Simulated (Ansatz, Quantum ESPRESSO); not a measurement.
# HfOs (Pm-3m): zone-centre phonons, part 2 of 2

Which modes does HfOs (Pm-3m) have at the zone centre?

Quantum ESPRESSO 7.5; DFT LDA, scalar-relativistic, plane waves, JTH PAW pseudopotentials.

So far. Step 5 (Zone-centre response): The acoustic modes at Γ come out as far as 4.3 cm⁻¹ from zero, where they should vanish, a small numerical error. The relaxed cell has a = 3.194 Å (conventional setting).

## (6) Zone-centre analysis

A rigid shift of the crystal must cost nothing, but grids and finite bases break this; the acoustic sum rule is imposed before the matrix is diagonalised again.

Input file dynmat.in:

```
&INPUT
  fildyn = 'g.dyn'
  asr    = 'simple'
/
```

Started as:

```console
$ dynmat.x -in dynmat.in > dynmat.out
```

Numbers of over 12 decimals in the logs are rounded to 6 here.

The log of the run:

```text
[banner, memory and clock lines left out]
Program DYNMAT v.7.5

     Reading Dynamical Matrix from file g.dyn
     ...Force constants read
     ...epsilon and Z* not read (not found on file)
     A direction for q was not specified:TO-LO splitting will be absent

     Polarizability (A^3 units)
     multiply by 1.000000 for Clausius-Mossotti correction
         0.000000    0.000000    0.000000
         0.000000    0.000000    0.000000
         0.000000    0.000000    0.000000

     IR activities are in (D/A)^2/amu units

# mode   [cm-1]    [THz]      IR
    1     -0.00   -0.0000    0.0000
    2     -0.00   -0.0000    0.0000
    3     -0.00   -0.0000    0.0000
    4    161.63    4.8454    0.0000
    5    161.63    4.8454    0.0000
    6    161.63    4.8454    0.0000
```

It took 0.47 s on 1 thread of Arm Neoverse V2, shared host.

Zone-centre frequencies as printed; negative means imaginary. Modes:

```csv
mode,frequency (cm⁻¹)
1,0
2,0
3,0
4,161.6
5,161.6
6,161.6
```

The rule moves no optical mode by more than 0.1 cm⁻¹.

## (7) Sum rules set otherwise: a sum rule for molecules or wires on a crystal

This rule also removes rotations, which suits molecules and not a crystal; it is tried to see the harm.

Input file dynmat.in:

```
&INPUT
  fildyn = 'g.dyn'
  asr    = 'zero-dim'
/
```

Started as:

```console
$ dynmat.x -in dynmat.in > dynmat.out
```

The log of the run:

```text
[banner, memory and clock lines left out]
Program DYNMAT v.7.5

     Reading Dynamical Matrix from file g.dyn
     ...Force constants read
     ...epsilon and Z* not read (not found on file)
     Acoustic Sum Rule: || Z*(ASR) - Z*(orig)|| =    0.000000E+00
     Acoustic Sum Rule: ||dyn(ASR) - dyn(orig)||=    5.146166E-01
     A direction for q was not specified:TO-LO splitting will be absent

     Polarizability (A^3 units)
     multiply by 1.000000 for Clausius-Mossotti correction
         0.000000    0.000000    0.000000
         0.000000    0.000000    0.000000
         0.000000    0.000000    0.000000

     IR activities are in (D/A)^2/amu units

# mode   [cm-1]    [THz]      IR
    1     -0.00   -0.0000    0.0000
    2     -0.00   -0.0000    0.0000
    3     -0.00   -0.0000    0.0000
    4      0.00    0.0000    0.0000
    5      0.00    0.0000    0.0000
    6    161.57    4.8437    0.0000
```

The job ended after 0.47 s (1 thread).

The run ended normally, but on settings that are not sound.

The fault: a sum rule for molecules or wires on a crystal; 2 optical modes are projected out to zero frequency, as if they were rotations.

For a crystal the rule has to be 'simple' or 'crystal'.

Zone-centre frequencies as printed; negative means imaginary. Modes:

```csv
mode,frequency (cm⁻¹)
1,0
2,0
3,0
4,0
5,0
6,161.6
```

## (8) Sum rules set otherwise (asr crystal)

The rule can be imposed in more than one way; the choices should agree where the raw error is small.

Input file dynmat.in:

```
&INPUT
  fildyn = 'g.dyn'
  asr    = 'crystal'
/
```

Started as:

```console
$ dynmat.x -in dynmat.in > dynmat.out
```

The log of the run:

```text
[banner, memory and clock lines left out]
Program DYNMAT v.7.5

     Reading Dynamical Matrix from file g.dyn
     ...Force constants read
     ...epsilon and Z* not read (not found on file)
     Acoustic Sum Rule: || Z*(ASR) - Z*(orig)|| =    0.000000E+00
     Acoustic Sum Rule: ||dyn(ASR) - dyn(orig)||=    7.772488E-04
     A direction for q was not specified:TO-LO splitting will be absent

     Polarizability (A^3 units)
     multiply by 1.000000 for Clausius-Mossotti correction
         0.000000    0.000000    0.000000
         0.000000    0.000000    0.000000
         0.000000    0.000000    0.000000

     IR activities are in (D/A)^2/amu units

# mode   [cm-1]    [THz]      IR
    1     -0.00   -0.0000    0.0000
    2     -0.00   -0.0000    0.0000
    3     -0.00   -0.0000    0.0000
    4    161.57    4.8437    0.0000
    5    161.57    4.8437    0.0000
    6    161.57    4.8437    0.0000
```

Elapsed: 0.47 s, on 1 thread.

Zone-centre frequencies as printed; negative means imaginary. Modes:

```csv
mode,frequency (cm⁻¹)
1,0
2,0
3,0
4,161.6
5,161.6
6,161.6
```

Against the first rule no mode moves by more than 0.1 cm⁻¹.

## (9) Cross-check with Ansatz

The same cell goes through another code, with its own cutoff. The potentials differ. Its k mesh is centred on Γ.

This step: DFT LDA, scalar-relativistic, plane waves, PAW (Ansatz 0.2.0).

Input file input.yaml:

```yaml
crystal:
  lattice:
    - [3.1943642103, 0.0, 0.0]
    - [0.0, 3.1943642103, 0.0]
    - [0.0, 0.0, 3.1943642103]
  atoms:
    - { symbol: Hf, position: [0.0, 0.0, 0.0] }
    - { symbol: Os, position: [0.5, 0.5, 0.5] }
kpoints:
  mp_grid: { grid: [12, 12, 12] }
hamiltonian:
  xc: lda
scf:
  occupations: { method: cold, width: 0.27211 }
output:
  eigenvalues: true
phonons:
  method: dfpt
```

Started as:

```console
$ ansatz run input.yaml --threads 4 --pin off --max-ram 8192MiB --backend cpu --events-out ev --progress --plain --runs-dir out
```

The log of the run:

```text
Engine: ansatz 0.2.0, aarch64-unknown-linux-gnu
Pseudopotentials: kind: paw
Pseudopotential: Hf, paw, valence charge 26, recommended cutoff 420 eV (normal), Hf.paw.azcp
Pseudopotential: Os, paw, valence charge 16, recommended cutoff 420 eV (normal), Os.paw.azcp
Functional definition: SPW92
  exchange = slater_x
  correlation = pw_c
Crystal: 2 atoms, lattice volume = 32.595 Å³
Basis set: ecut = 420 eV, 619 PW (Γ), exchange–correlation on 48×48×48 points (8 copies of the dense FFT grid, shifted against one another)
Bands: 26, of which v1, the nominal top of the filled ones, is band 21 counted from 1 (20 counted from 0)
Symmetry: 48 space group operations
k-points: 196 of 1728 (irreducible under 8 space group operations, time reversal used)
Non-local potential: Hf, projectors of the file, l = 0: 3, l = 1: 2, l = 2: 2, l = 3: 3
Non-local potential: Os, projectors of the file, l = 0: 3, l = 1: 2, l = 2: 2, l = 3: 1
PAW form: soft (Blöchl's): semilocal exchange-correlation on the pseudo side does not see the compensation charge
PAW frozen core: Hf, regenerated for the run's functional, and the local potential with it (the file was generated under x = pbe(κ = 0.804, μ = 0.219515), c = pbe(β = 0.066725))
PAW frozen core: Os, regenerated for the run's functional, and the local potential with it (the file was generated under x = pbe(κ = 0.804, μ = 0.219515), c = pbe(β = 0.066725))
PAW one-centre angular grid: Hf, 590 points (default); XC on 64 Gauss nodes
PAW one-centre angular grid: Os, 590 points (default); XC on 64 Gauss nodes
Initial density: superposition of atomic densities (neutral atoms: chi_scale 0, normalization atom), corrected by the library's trained network
Initial wavefunctions: pseudopotential atomic-orbital guess
Functional: x = slater, c = lda
SCF iter   1: F=—  HF=-26596.683567 eV  |F-HF|=—  |Δ(HF+E_count)|=         —  Δρ=8.61e-3  dr2=4.32e-2  ethr=1.77e-3  ⟨swp⟩=4.1  Hψ=17685  notcnv=0
preconditioner: auto → Kerker (q_TF=auto, 2.846 Å⁻¹)  [metal: Δε(μ)=0.009 eV  Ē_g=15.299 eV  σ=0.272 eV  W_gap=0.02  n_scr=18 (ndim 8)  ℏωp=36.8 eV  f_vac=0.000  D(μ)=0.25/eV (n_scr^D=0)]
SCF iter   2: F=—  HF=-26596.679196 eV  |F-HF|=—  |Δ(HF+E_count)|=   4.37e-3  S|Δr|=    0.00e0  Δρ=5.36e-3  dr2=1.68e-2  ethr=1.03e-4  ⟨swp⟩=1.0  Hψ=6665  notcnv=0
SCF iter   3: F=—  HF=-26596.677510 eV  |F-HF|=—  |Δ(HF+E_count)|=   1.69e-3  S|Δr|=    0.00e0  Δρ=1.76e-3  dr2=1.72e-3  ethr=4.00e-5  ⟨swp⟩=2.0  Hψ=6932  notcnv=0  defer=3
SCF iter   4: F=—  HF=-26596.675884 eV  |F-HF|=—  |Δ(HF+E_count)|=   1.63e-3  S|Δr|=    0.00e0  Δρ=6.90e-4  dr2=1.25e-4  ethr=4.09e-6  ⟨swp⟩=2.0  Hψ=8853  notcnv=0  defer=3
SCF iter   5: F=—  HF=-26596.675839 eV  |F-HF|=—  |Δ(HF+E_count)|=   4.55e-5  S|Δr|=    0.00e0  Δρ=1.77e-4  dr2=5.37e-6  ethr=2.98e-7  ⟨swp⟩=2.0  Hψ=8953  notcnv=0  defer=3
SCF iter   6: F=—  HF=-26596.675846 eV  |F-HF|=—  |Δ(HF+E_count)|=   7.28e-6  S|Δr|=    0.00e0  Δρ=1.08e-5  dr2=1.92e-8  ethr=1.28e-8  ⟨swp⟩=2.0  Hψ=8835  notcnv=0  defer=3
SCF iter   7: F=—  HF=-26596.675845 eV  |F-HF|=—  |Δ(HF+E_count)|=   4.04e-7  S|Δr|=    0.00e0  Δρ=3.90e-6  dr2=2.85e-9  ethr=4.56e-11  ⟨swp⟩=3.0  Hψ=9514  notcnv=0  defer=3
SCF iter   8: F=—  HF=-26596.675845 eV  |F-HF|=—  |Δ(HF+E_count)|=  8.77e-10  S|Δr|=    0.00e0  Δρ=1.57e-6  dr2=4.70e-10  ethr=6.78e-12  ⟨swp⟩=2.0  Hψ=7796  notcnv=0  defer=3
SCF iter   9: F=—  HF=-26596.675845 eV  |F-HF|=—  |Δ(HF+E_count)|=  4.73e-10  S|Δr|=    0.00e0  Δρ=3.77e-7  dr2=2.46e-11  ethr=1.12e-12  ⟨swp⟩=2.4  Hψ=8968  notcnv=0  defer=3
SCF iter  10: F=-26596.675845 eV  HF=-26596.675845 eV  |F-HF|=3.64e-12  |Δ(HF+E_count)|=  7.28e-12  S|Δr|=    0.00e0  Δρ=4.84e-8  dr2=4.38e-13  ethr=1.00e-12  ⟨swp⟩=6.8  Hψ=24200  notcnv=0
SCF 1 converged in 10 iterations: F = -26596.675845 eV  dr2 = 4.38e-13
  greatest PAW one-centre occupation: 1.000 electrons in one spin orbital (limit 2), on the Os atom at site 1 (counted from 0), in its partial waves of l = 0
DFPT response loops at Γ: preconditioner auto → Kerker (q_TF=auto, 2.846 Å⁻¹) (partly filled bands, converged f_vac=0.000); β = 1.00, the filter's whole step (`scf.mixing.beta` (0.50) is not read by the response loops under this deck's `scf.mixing.preconditioner`; to damp them name `kerker` or `kerker_dos`, under which they read `scf.mixing.beta`, and type it under 1.00, their step now; both keys bind the ground state too); Broyden in place of MSR1
SCF converged after 10 iterations
Stability not checked: this state was not tested for a lower state beside it, because cold or Methfessel-Paxton smearing, or corrected tetrahedra, fill the levels in a way that the test cannot read (fill_not_monotonic; see scf.lower_state_search)
Free energy (F): -26596.675845 eV
Harris-Foulkes:  -26596.675845 eV  (|F-HF|=3.64e-12)
Internal energy: -26596.679361 eV  (E = F + TS)
E sigma→0 (E₀):  -26596.677017 eV
Entropy (-TS):   0.003515 eV (1.758 meV/atom)
Fermi energy:    24.516477 eV
--- Per-component energies (eV) ---
  E_band       = 78.268914
  E_kinetic    = 993.138324
  E_local      = -5474.462870  (includes V_loc(G=0)·N_el)
  E_nonlocal   = -1226.096028
  E_hartree    = 2572.632336
  E_xc         = -565.200586
  E_vxc        = -553.735925  (∫ρ·V_xc dr)
  E_paw        = -15435.511462  (= ΣΔE_a)
  E_vpaw       = 1194.160828  (= ΣTr[D̂ρ^β])
  E_aug_tail   = -0.000066  (compensation charges beyond the density's cutoff)
  E_ewald      = -7463.998987
  E_core_change = 2.819977  (= ΣΔE_core)
  E_smearing   = 0.003515  (= −TS)
  E_closure    = 0.000000  (closes the sum)
  Σ components = -26596.675845   (vs F -26596.675845, Δ=0.00e0)
--- Band table (eV; the first three rows and the last of 196) ---
  k-point 0: bands = [... 17 lower, 18.9309, 22.9041, 22.9041, 22.9041, 27.1104, 27.1104, 30.8644, 30.8644, ... 1 higher]
  k-point 1: bands = [... 17 lower, 19.0612, 22.8834, 22.8834, 22.9586, 26.8807, 27.1840, 29.9938, 29.9938, ... 1 higher]
  k-point 2: bands = [... 17 lower, 19.4183, 22.8344, 22.8344, 23.1148, 26.2646, 27.3417, 28.7059, 28.7059, ... 1 higher]
  k-point 195: bands = [... 17 lower, 21.3252, 22.4221, 22.4221, 22.4221, 25.2300, 25.2300, 29.0902, 31.0784, ... 1 higher]
--- Phonons (Γ-DFPT): 2 representative perturbations + reference, on 196 of 1728 k-points (Σ response iterations 6) ---
  k mesh reduced under 8 symmetry operations, with k and −k counted as one. Each operation leaves every solved perturbation unchanged. A smaller set is not used because it would not reduce the number of displacements times k-points to solve
  ASR residual: 2.551e-4 → 0.000e0 eV/Å²; symmetrization residual: 5.303e-6 eV/Å²
  ASR residual per site (eV/Å²): 2.55e-4 2.50e-5
  Γ frequencies (cm⁻¹): 0.00 0.00 0.00 161.95 161.95 161.95
  non-analytic LO–TO correction: not included (Born effective charges unavailable; polar crystals: no LO–TO splitting at Γ)
```

It took 13 s on 4 threads; peak memory 0.77 GiB.

This step gave:

| Quantity | Value |
| --- | --- |
| sum-rule residual before enforcement | 2.55e-4 eV/Å² |
| highest optical zone-centre mode (no LO-TO term) | 161.9 cm⁻¹ |
| lowest optical zone-centre mode | 161.9 cm⁻¹ |

## (10) Side by side: QE JTH and Ansatz, PAW

Numbers from this step:

- root-mean-square difference: 0.32 cm⁻¹
- largest difference: 0.32 cm⁻¹

Frequencies side by side, by row:

```csv
q (reciprocal lattice),mode,QE JTH (cm⁻¹),"Ansatz, PAW (cm⁻¹)"
0 0 0,1,0,0
0 0 0,2,0,0
0 0 0,3,0,0
0 0 0,4,161.6,161.9
0 0 0,5,161.6,161.9
0 0 0,6,161.6,161.9
```

At the zone centre the largest difference (acoustic modes at Γ apart) is 0.2 % of the highest mode.

## (11) Outcome

```json
{
 "space group after relaxation": "Pm-3m",
 "volume per atom": "16.3 Å³",
 "highest optical zone-centre mode (no LO-TO term)": "161.6 cm⁻¹",
 "imaginary optical modes at the zone centre (no q mesh in this session)": "none",
 "largest difference from Ansatz, PAW": "0.32 cm⁻¹"
}
```

**Reading.** At the LDA level the optical modes of HfOs (Pm-3m) at the zone centre lie at 162 cm⁻¹. The base run is for a cell under 0.37 GPa; after a relaxation such a stress comes from settings that changed since (cutoff, k mesh or smearing). QE JTH and Ansatz, PAW agree to 0.32 cm⁻¹ (0.2 % of the highest mode compared) on all solved modes but the acoustic ones at Γ, without the LO-TO term. These are harmonic frequencies at zero temperature: anharmonic shifts and linewidths and thermal expansion are left out. Spin-orbit coupling is left out, which can matter for the heavy elements here. In a metal the frequencies hang on the k mesh and the smearing, most of all near Kohn anomalies.

[Host names and launcher messages were left out of these logs when they were recorded.]

[Logs are printed without paths, hosts, clocks, repeated set-up lines and the standing remarks that a program may print on its own settings, such as how far it seeks lower states.]

[Hosts, paths, dates, database ids (printed as entryN), source tags and the programs' standing remarks are cut or masked in the printed files.]
